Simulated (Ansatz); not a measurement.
# What MgSiS3 (model cell, started as cubic perovskite with Si in the octahedra) distorts into

Wanted: the energy along a soft mode of MgSiS3 (model cell, started as cubic perovskite with Si in the octahedra) and the structure at the end.

Calculated with Ansatz 0.2.0; DFT LDA, scalar-relativistic, plane waves, PAW; PAW set soft_1.

Report form: the programs' logs are mostly left out.

The structure was built from a prototype and need not be the compound's stable phase.

## Step 1: Starting point

It takes space group Pm-3m (No. 221, cubic). The conventional cell has a = 4.469 Å, b = 4.469 Å, c = 4.469 Å, α = 90.00°, β = 90.00°, γ = 90.00°. Nearest to Mg lie 12 S at 3.16 Å. Nearest to Si lie 6 S at 2.23 Å. Nearest to S lie 2 Si at 2.23 Å and 4 Mg at 3.16 Å. Farther neighbours and most contacts between anions are not listed.

## Step 2: Phonons on a q mesh

The cell comes from relaxations at this level that are not shown. Stability and thermal properties need the whole zone. Linear response on a 4×4×4 q mesh gives force constants as far as a supercell of that size would.

Contents of input.yaml:

```yaml
crystal:
  lattice:
    - [4.4685187904, 0.0, 0.0]
    - [0.0, 4.4685187904, 0.0]
    - [0.0, 0.0, 4.4685187904]
  atoms:
    - { symbol: Mg, position: [0.0, 0.0, 0.0] }
    - { symbol: Si, position: [0.5, 0.5, 0.5] }
    - { symbol: S, position: [0.5, 0.5, 0.0] }
    - { symbol: S, position: [0.5, 0.0, 0.5] }
    - { symbol: S, position: [0.0, 0.5, 0.5] }
kpoints:
  mp_grid: { grid: [8, 8, 8] }
hamiltonian:
  xc: lda
  pseudopotentials: { kind: paw, azcp: { folder: soft_1 }, xc_functional: pbe }
scf:
  occupations: { method: methfessel_paxton, width: 0.2 }
output:
  eigenvalues: true
phonons:
  method: dfpt
  qmesh: [4, 4, 4]
  temperatures: { t_max: 1000, t_step: 50 }
  qpath:
    path:
      - [[0.0, 0.0, 0.0], [0.0, 0.5, 0.0], [0.5, 0.5, 0.0], [0.0, 0.0, 0.0], [0.5, 0.5, 0.5], [0.0, 0.5, 0.0]]
      - [[0.5, 0.5, 0.5], [0.5, 0.5, 0.0]]
    npoints: 10
```

On the command line:

```sh
$ ansatz run input.yaml --threads 4 --pin off --max-ram 16384MiB --backend cpu --events-out ev --progress --plain --runs-dir out
```

Run time: 9.3 min. Hardware: 4 threads of Arm Neoverse V1, shared host; peak memory 2.1 GiB.

Numbers from this step:

```yaml
volume_per_atom: 17.85 Å³
gap_on_the_k_mesh: 0 eV
sum_rule_residual_before_enforcement: 4.32e-5 eV/Å²
lowest_frequency_on_the_path: -264.1 cm⁻¹
point_group: m-3m
highest_frequency_on_the_path_or_at_a_solved_wavevector: 431.7 cm⁻¹
highest_optical_mode_at_the_zone_centre_no_lo_to_term: 409.3 cm⁻¹
lowest_optical_zone_centre_mode: -229.7 cm⁻¹
lowest_mode_on_the_q_mesh_acoustic_modes_at_gamma_apart: -264.1 cm⁻¹
```

Frequencies (cm⁻¹) solved at each irreducible wavevector; negative means imaginary. Frequencies by wavevector, by row:

```tsv
q in reciprocal lattice units	star	mode 1	mode 2	mode 3	mode 4	mode 13	mode 14	mode 15
0 0 0	1	-229.7	-229.7	-229.7	-179.1	409.3	409.3	409.3
0 0 0.25	6	-239.1	-176.4	-176.4	-167.9	393.1	406.1	406.1
0 0 -0.5	3	-264.1	-171.7	-171.7	-151.3	365.3	405.7	405.7
0 0.25 0.25	12	-211.5	-190.4	-168.4	-161.6	372.5	402.5	409.6
0 0.25 -0.5	12	-235.8	-203	-163.2	-156.4	346.6	401.6	404.8
0 -0.5 -0.5	3	-231.3	-201.5	-201.5	-114.6	348.7	395.8	397.9
0.25 0.25 0.25	8	-204.1	-196.1	-196.1	-154.9	367.9	367.9	422.6
0.25 0.25 -0.5	12	-227.2	-221.9	-188.7	-162.4	351.4	368.6	427.6
0.25 -0.5 -0.5	6	-233.9	-221.1	-221.1	-154.2	360.1	360.1	427.4
-0.5 -0.5 -0.5	1	-237.6	-237.6	-237.6	-159.5	369.5	369.5	426.6
```

Interpolated from a 4×4×4 q mesh. Phonon branches along the path, in cm⁻¹:

```tsv
point	branch 1	branch 2	branch 3	branch 4	branch 12	branch 13	branch 14	branch 15
Γ	-230	-230	-230	-179	0	409	409	409
halfway	-239	-176	-176	-168	202	393	406	406
X	-264	-172	-172	-151	325	365	406	406
halfway	-236	-203	-163	-156	340	347	402	405
M	-231	-202	-202	-115	349	349	396	398
halfway	-212	-190	-168	-162	222	372	402	410
Γ	-230	-230	-230	-179	0	409	409	409
halfway	-204	-196	-196	-155	242	368	368	423
R	-238	-238	-238	-160	370	370	370	427
halfway	-227	-222	-189	-162	339	351	369	428
X	-264	-172	-172	-151	325	365	406	406
jump to R	-238	-238	-238	-160	370	370	370	427
halfway	-234	-221	-221	-154	350	360	360	427
M	-231	-202	-202	-115	349	349	396	398
```

Symmetry leaves 10 wavevectors to solve. The lowest mode among them, the acoustic zeros apart, lies at q = (0, 0, -0.5) and is imaginary, 264.1i cm⁻¹, so the energy falls along it.

## Step 3: The mode frozen in, largest atomic shift 0 Å

The mode followed lies at q = (-0.5, -0.5, -0.5) with frequency 237.6i cm⁻¹ and is 3-fold degenerate, one of the unstable modes though not the softest. At small amplitude the distorted cell has space group no. 74 by a symmetry search on the positions. The undistorted cell that holds it gives the zero of energy on the same k mesh.

System of this step: MgSiS3 (model cell, started as cubic perovskite with Si in the octahedra). It takes space group Pm-3m (No. 221, cubic). Conventional cell: a = 4.469 Å, b = 4.469 Å, c = 4.469 Å, α = 90.00°, β = 90.00°, γ = 90.00°. Nearest to Mg lie 12 S at 3.16 Å. Nearest to Si lie 6 S at 2.23 Å. Nearest to S lie 2 Si at 2.23 Å and 4 Mg at 3.16 Å. Farther neighbours and most contacts between anions are not listed.

input.yaml, the sections that differ from step 2:

```yaml
crystal:
  lattice:
    - [4.4685187904, 4.4685187904, 0.0]
    - [4.4685187904, 0.0, 4.4685187904]
    - [4.4685187904, 0.0, -4.4685187904]
  atoms:
    - { symbol: Mg, position: [0.0, 0.0, 0.0] }
    - { symbol: Mg, position: [0.0, 0.5, 0.5] }
    - { symbol: Si, position: [0.5, 0.25, 0.75] }
    - { symbol: Si, position: [0.5, 0.75, 0.25] }
    - { symbol: S, position: [0.5, 0.0, 0.0] }
    - { symbol: S, position: [0.5, 0.5, 0.5] }
    - { symbol: S, position: [0.0, 0.5, 0.0] }
    - { symbol: S, position: [0.0, 0.0, 0.5] }
    - { symbol: S, position: [0.5, 0.0, 0.5] }
    - { symbol: S, position: [0.5, 0.5, 0.0] }
output:
  forces: true
  stress: true
  eigenvalues: true
# kpoints, hamiltonian, scf: as in step 2
# phonons: removed
```

Wall time 3.2 s (4 threads); peak memory 0.54 GiB.

This step gave:

| Quantity | Value |
| --- | --- |
| pressure | 0.1070 GPa |
| energy from the undistorted cell | 0 meV/atom |

The run ends at a pressure of 0.11 GPa.

## Step 4: The mode frozen in, largest atomic shift 0.6 Å

The atoms are moved along the unstable eigenvector, the largest shift by 0.6 Å, with the cell fixed.

input.yaml, the sections that differ from step 3:

```yaml
crystal:
  lattice:
    - [4.4685187904, 4.4685187904, 0.0]
    - [4.4685187904, 0.0, 4.4685187904]
    - [4.4685187904, 0.0, -4.4685187904]
  atoms:
    - { symbol: Mg, position: [0.0, 0.0, 0.0] }
    - { symbol: Mg, position: [0.0, 0.5, 0.5] }
    - { symbol: Si, position: [0.5, 0.25, 0.75] }
    - { symbol: Si, position: [0.5, 0.75, 0.25] }
    - { symbol: S, position: [0.4050548764, 0.0949451236, 0.0949451236] }
    - { symbol: S, position: [0.5949451236, 0.4050548764, 0.4050548764] }
    - { symbol: S, position: [0.0, 0.5474725618, -0.0474725618] }
    - { symbol: S, position: [0.0, -0.0474725618, 0.5474725618] }
    - { symbol: S, position: [0.5, -0.0474725618, 0.5474725618] }
    - { symbol: S, position: [0.5, 0.5474725618, -0.0474725618] }
# kpoints, hamiltonian, scf, output: as in step 3
```

Elapsed: 12 s, on 4 threads; peak memory 0.78 GiB; 49 s of CPU time.

This step gave:

```yaml
pressure: -3.621 GPa
energy_from_the_undistorted_cell: -287.6 meV/atom
```

The energy, extrapolated to zero smearing, is -287.63 meV/atom against the undistorted cell.

The run ends at a pressure of -3.62 GPa, with forces up to 1.3 eV/Å.

## Step 5: Energy along the mode, all amplitudes (two of the runs are shown above)

An imaginary frequency means negative curvature, so the energy should fall and then rise again as anharmonic terms take over.

This step gave:

```
depth at the lowest point sampled  : 287.6 meV/atom
largest atomic shift at that point : 0.6 Å
```

The energy from the parent by largest atomic shift:

```tsv
largest atomic shift (Å)	energy from the parent (meV/atom)
0.000	0
0.040	-2.07
0.080	-8.19
0.140	-24.5
0.220	-59.1
0.320	-117
0.450	-201
0.600	-288
```

Displacement at unit largest shift by atom:

```tsv
atom	x (Å)	y (Å)	z (Å)	size
Mg1	0.000	0.000	0.000	0.000
Mg2	0.000	0.000	0.000	0.000
Si3	0.000	0.000	0.000	0.000
Si4	0.000	0.000	0.000	0.000
S5	0.707	-0.707	0.000	1.000
S6	-0.707	0.707	0.000	1.000
S7	0.000	0.000	0.707	0.707
S8	0.000	0.000	-0.707	0.707
S9	0.000	0.000	-0.707	0.707
S10	0.000	0.000	0.707	0.707
```

The lowest of the steps tried is the last one, at 0.6 Å, 288 meV/atom below the parent; the bottom of the well need not coincide with a step.

## Step 6: Relaxing from the distorted cell

Starting from the lowest point found, all atoms and the cell are let go, so that strain and other modes of the same symmetry can join in.

Changes to input.yaml since step 4:

```diff
@@ -27 +27,6 @@
   eigenvalues: true
+relax:
+  adjacent_minimum: "off"
+  f_tol: 0.002
+  max_steps: 120
+  cell: { stress_tol: 0.03 }
```

It took 91 s on 4 threads; peak memory 0.83 GiB; 6 min of CPU time.

Relaxation path:

```tsv
step	energy less that of the first step (eV)	largest force component (eV/Å)	pressure (GPa)	volume (Å³)
1	0.0000	1.2782	-3.62	178.45
2	-1.2039	0.3849	-0.46	169.98
3	-1.3419	0.4321	1.80	167.20
4	-1.4283	0.1423	-0.08	169.84
5	-1.4335	0.0563	0.01	169.90
6	-1.4350	0.0033	-0.02	169.93
7	-1.4350	0.0004	0.00	169.90
8*	-1.4335	0.0003	0.00	169.90
```

Relaxation steps marked * repeat the geometry before them on a plane-wave basis chosen anew for their cell, so energy and pressure can jump there.

The run keeps the 8 symmetry operations that it works with, so distortions that break them were not tested.

```tsv
conventional cell, symmetrised	before	after	change
a (Å)	6.319	6.369	+0.8 %
b (Å)	8.937	8.987	+0.6 %
c (Å)	6.319	5.937	-6.1 %
volume (Å³/atom)	17.85	16.99	-4.8 %
```

The atoms that moved most (Å, as changes of fractional coordinates times the final cell):

```tsv
atom	dx	dy	dz	length
Mg1	-0.185	0.185	0.000	0.262
Mg2	0.185	-0.185	0.000	0.262
S7	0.000	0.000	0.252	0.252
S10	0.000	0.000	0.252	0.252
S9	0.000	0.000	-0.252	0.252
S8	0.000	0.000	-0.252	0.252
S6	-0.145	0.145	0.000	0.206
S5	0.145	-0.145	0.000	0.206
```

This step gave:

```yaml
pressure: -0.003483 GPa
volume_per_atom: 16.99 Å³
```

The distorted start has space group Imma; the relaxation ends in Imma.

## Step 7: The new phase in its own primitive cell

The relaxed structure is symmetrised, reduced to its primitive cell and relaxed tightly, as its phonons need.

input.yaml, the sections that differ from step 6:

```yaml
crystal:
  lattice:
    - [-3.1843006975, 4.4937358864, 2.9683261292]
    - [3.1843006975, -4.4937358864, 2.9683261292]
    - [3.1843006975, 4.4937358864, -2.9683261292]
  atoms:
    - { symbol: Mg, position: [0.7058754269, 0.9558754269, 0.75] }
    - { symbol: Mg, position: [0.2941245731, 0.0441245731, 0.25] }
    - { symbol: Si, position: [0.5, 0.5, 0.0] }
    - { symbol: Si, position: [0.0, 0.5, 0.5] }
    - { symbol: S, position: [0.8795820581, 0.6295820581, 0.25] }
    - { symbol: S, position: [0.1204179419, 0.3704179419, 0.75] }
    - { symbol: S, position: [0.6745010679, 0.0, 0.1745010679] }
    - { symbol: S, position: [0.3254989321, 0.0, 0.8254989321] }
    - { symbol: S, position: [0.3254989321, 0.5, 0.3254989321] }
    - { symbol: S, position: [0.6745010679, 0.5, 0.6745010679] }
relax:
  adjacent_minimum: "off"
  f_tol: 0.001
  max_steps: 60
  cell: { stress_tol: 0.01 }
# kpoints, hamiltonian, scf, output: as in step 6
```

Run time: 25 s. Hardware: 4 threads; peak memory 0.8 GiB; 98 s of CPU time.

Little changed from the start: no atom moved by 0.005 Å and no cell edge by 0.1 %.

Numbers from this step:

| Quantity | Value |
| --- | --- |
| pressure | -0.003482 GPa |

The largest force component left is 0.43 meV/Å and the pressure is -0.003 GPa, within the tolerances set. The cell now holds 16.99 Å³/atom.

## Step 8: Modes of the new phase

A relaxed structure may still be a saddle point, so its zone-centre modes are computed. No field response is asked, since the mesh shows no gap.

Changes to input.yaml since step 7:

```diff
@@ -24,9 +24,4 @@
 output:
-  forces: true
-  stress: true
   eigenvalues: true
-relax:
-  adjacent_minimum: "off"
-  f_tol: 0.001
-  max_steps: 60
-  cell: { stress_tol: 0.01 }
+phonons:
+  method: dfpt
```

Wall time 11 min (4 threads); peak memory 4.8 GiB.

This step gave:

| Property | Result |
| --- | --- |
| sum-rule residual before enforcement | 2.00e-5 eV/Å² |
| point group | mmm |
| highest optical mode at the zone centre (no LO-TO term) | 425.9 cm⁻¹ |
| lowest optical zone-centre mode | -94.98 cm⁻¹ |

Patterns of degenerate modes are one choice out of their space. The modes at Γ (shares of kinetic energy by element, %) (negative means imaginary):

```tsv
mode	frequency (cm⁻¹)	symmetry	Mg %	Si %	S %
1	-95.0	B3u	21	2	77
2	-88.1	B1g	0	0	100
3	0.0	acoustic	16	19	65
4	0.0	acoustic	16	19	65
5	0.0	acoustic	16	19	65
6	37.4	B2u	4	86	10
7	121.6	B3u	19	49	32
8	123.9	B2g	33	0	67
9	160.5	B3g	66	0	34
10	166.4	B2g	45	0	55
11	195.8	B1u	22	54	24
12	203.3	Ag	54	0	46
13	216.2	Au	0	3	97
14	225.7	B3g	13	0	87
15	228.9	B1u	0	24	76
16	232.1	B2u	59	1	40
17	253.1	B1g	0	0	100
18	259.8	B3u	44	1	55
19	273.3	Ag	9	0	91
20	285.5	B1u	35	47	18
21	289.9	B2g	22	0	78
22	298.4	B2u	20	1	79
23	304.2	B3g	20	0	80
24	344.6	B1u	22	39	38
25	348.3	B3u	0	28	72
26	356.7	Ag	37	0	63
27	374.8	Au	0	97	3
28	379.6	B3g	1	0	99
29	413.6	B1u	5	16	79
30	425.9	B2u	1	93	6
```

Displacements in mode 1 (-95.0 cm⁻¹), the largest set to 1:
```
Mg1 -0.63  0.00  0.00
Mg2 -0.63  0.00  0.00
Si3 -0.20  0.00  0.00
Si4 -0.20  0.00  0.00
S5   1.00  0.00  0.00
S6   1.00  0.00  0.00
S7  -0.18  0.00  0.15
S8  -0.18  0.00  0.15
S9  -0.18  0.00 -0.15
S10 -0.18  0.00 -0.15
```

Displacements in mode 10 (166.4 cm⁻¹), the largest set to 1:
```
Mg1  1.00  0.00  0.00
Mg2 -1.00  0.00  0.00
Si3  0.00  0.00  0.00
Si4  0.00  0.00  0.00
S5   0.87  0.00  0.00
S6  -0.87  0.00  0.00
S7   0.00  0.30  0.00
S8   0.00 -0.30  0.00
S9   0.00  0.30  0.00
S10  0.00 -0.30  0.00
```

Before it was imposed, the acoustic sum rule was missed by 2.0e-5 eV/Å². Small misses are needed for a sound result but don't prove that mesh and cutoff are converged. The lowest optical mode is imaginary, 95.0i cm⁻¹, so the energy falls along it.

## Step 9: The phases reached

The phases reached along the modes that were followed are set side by side.

Energies are those of the first relaxation, on the mesh of the frozen mode; space group, volume and gap are those of the last relaxation. Phases, by row:

```tsv
mode frozen in	space group	energy from parent (meV/atom)	volume (Å³/atom)	gap on mesh (eV)	lowest zone-centre optical mode (cm⁻¹)	largest shift (Å)
parent	Pm-3m	0	17.84	0	–	–
q = (0, 0, -0.5), 264i cm⁻¹	P4_2/mmc	-157.3	17.77	0	-128.3	0.632
q = (-0.5, -0.5, -0.5), 238i cm⁻¹	I4/mcm	-272.9	16.98	0	-223.9	0.697
q = (-0.5, -0.5, -0.5), 238i cm⁻¹	R-3c	-445.6	16.76	0.8	-187.3	0.697
q = (-0.5, -0.5, -0.5), 238i cm⁻¹	Imma	-431.1	16.99	0	-95	0.769
```

## Step 10: Summary of results

| Property | Result |
| --- | --- |
| unstable mode of the parent | q = (-0.5, -0.5, -0.5), 238i cm⁻¹ |
| depth at the lowest point sampled | 288 meV/atom |
| largest atomic shift at that point | 0.6 Å |
| space group reached (within 0.01 Å) | Imma |
| energy gained over the parent (first relaxation, on the mesh of the frozen mode) | 431 meV/atom |
| volume per atom, phase reached | 17.0 Å³ |
| lowest optical zone-centre mode, phase reached | -95.0 cm⁻¹ |
| highest optical mode at the zone centre (no LO-TO term), phase reached | 426 cm⁻¹ |

In words: Along this mode the structure falls into Imma, 431 meV/atom below the parent. At the parent's cell the well is 287.6 meV/atom deep on the steps tried, with its lowest point at a shift of 0.6 Å. That is the last step tried, so the steps alone don't bracket the bottom of the well. Relaxing atoms and cell changes the gain by +143.41 meV/atom against the lowest step (energies at zero smearing). The new phase still has an imaginary mode at the zone centre of its cell, so it is a saddle point on the way to a lower structure. Of the 4 patterns followed to their end from this parent, this one ends 14.6 meV/atom above the lowest, R-3c. Each path keeps the symmetry of its pattern, so a lower phase may lie along a pattern not tried. With no gap, or one that is small against the smearing, the frequencies hang on the k mesh and the smearing, most of all near Kohn anomalies. A semilocal functional can close a gap that the real compound would have, so the metallic treatment may be an artefact of the level. The PAW files were made for PBE and serve the other functionals too. A phonon run warned that its eigensolver left some bands unconverged in a pass. The starting cell was built on a prototype and not taken from a measurement, so the phase need not exist.

[Logs are printed without paths, hosts, clocks, repeated set-up lines and the standing remarks that a program may print on its own settings, such as how far it seeks lower states.]

[Hosts, paths, dates, database ids (printed as entryN), source tags and the programs' standing remarks are cut or masked in the printed files.]
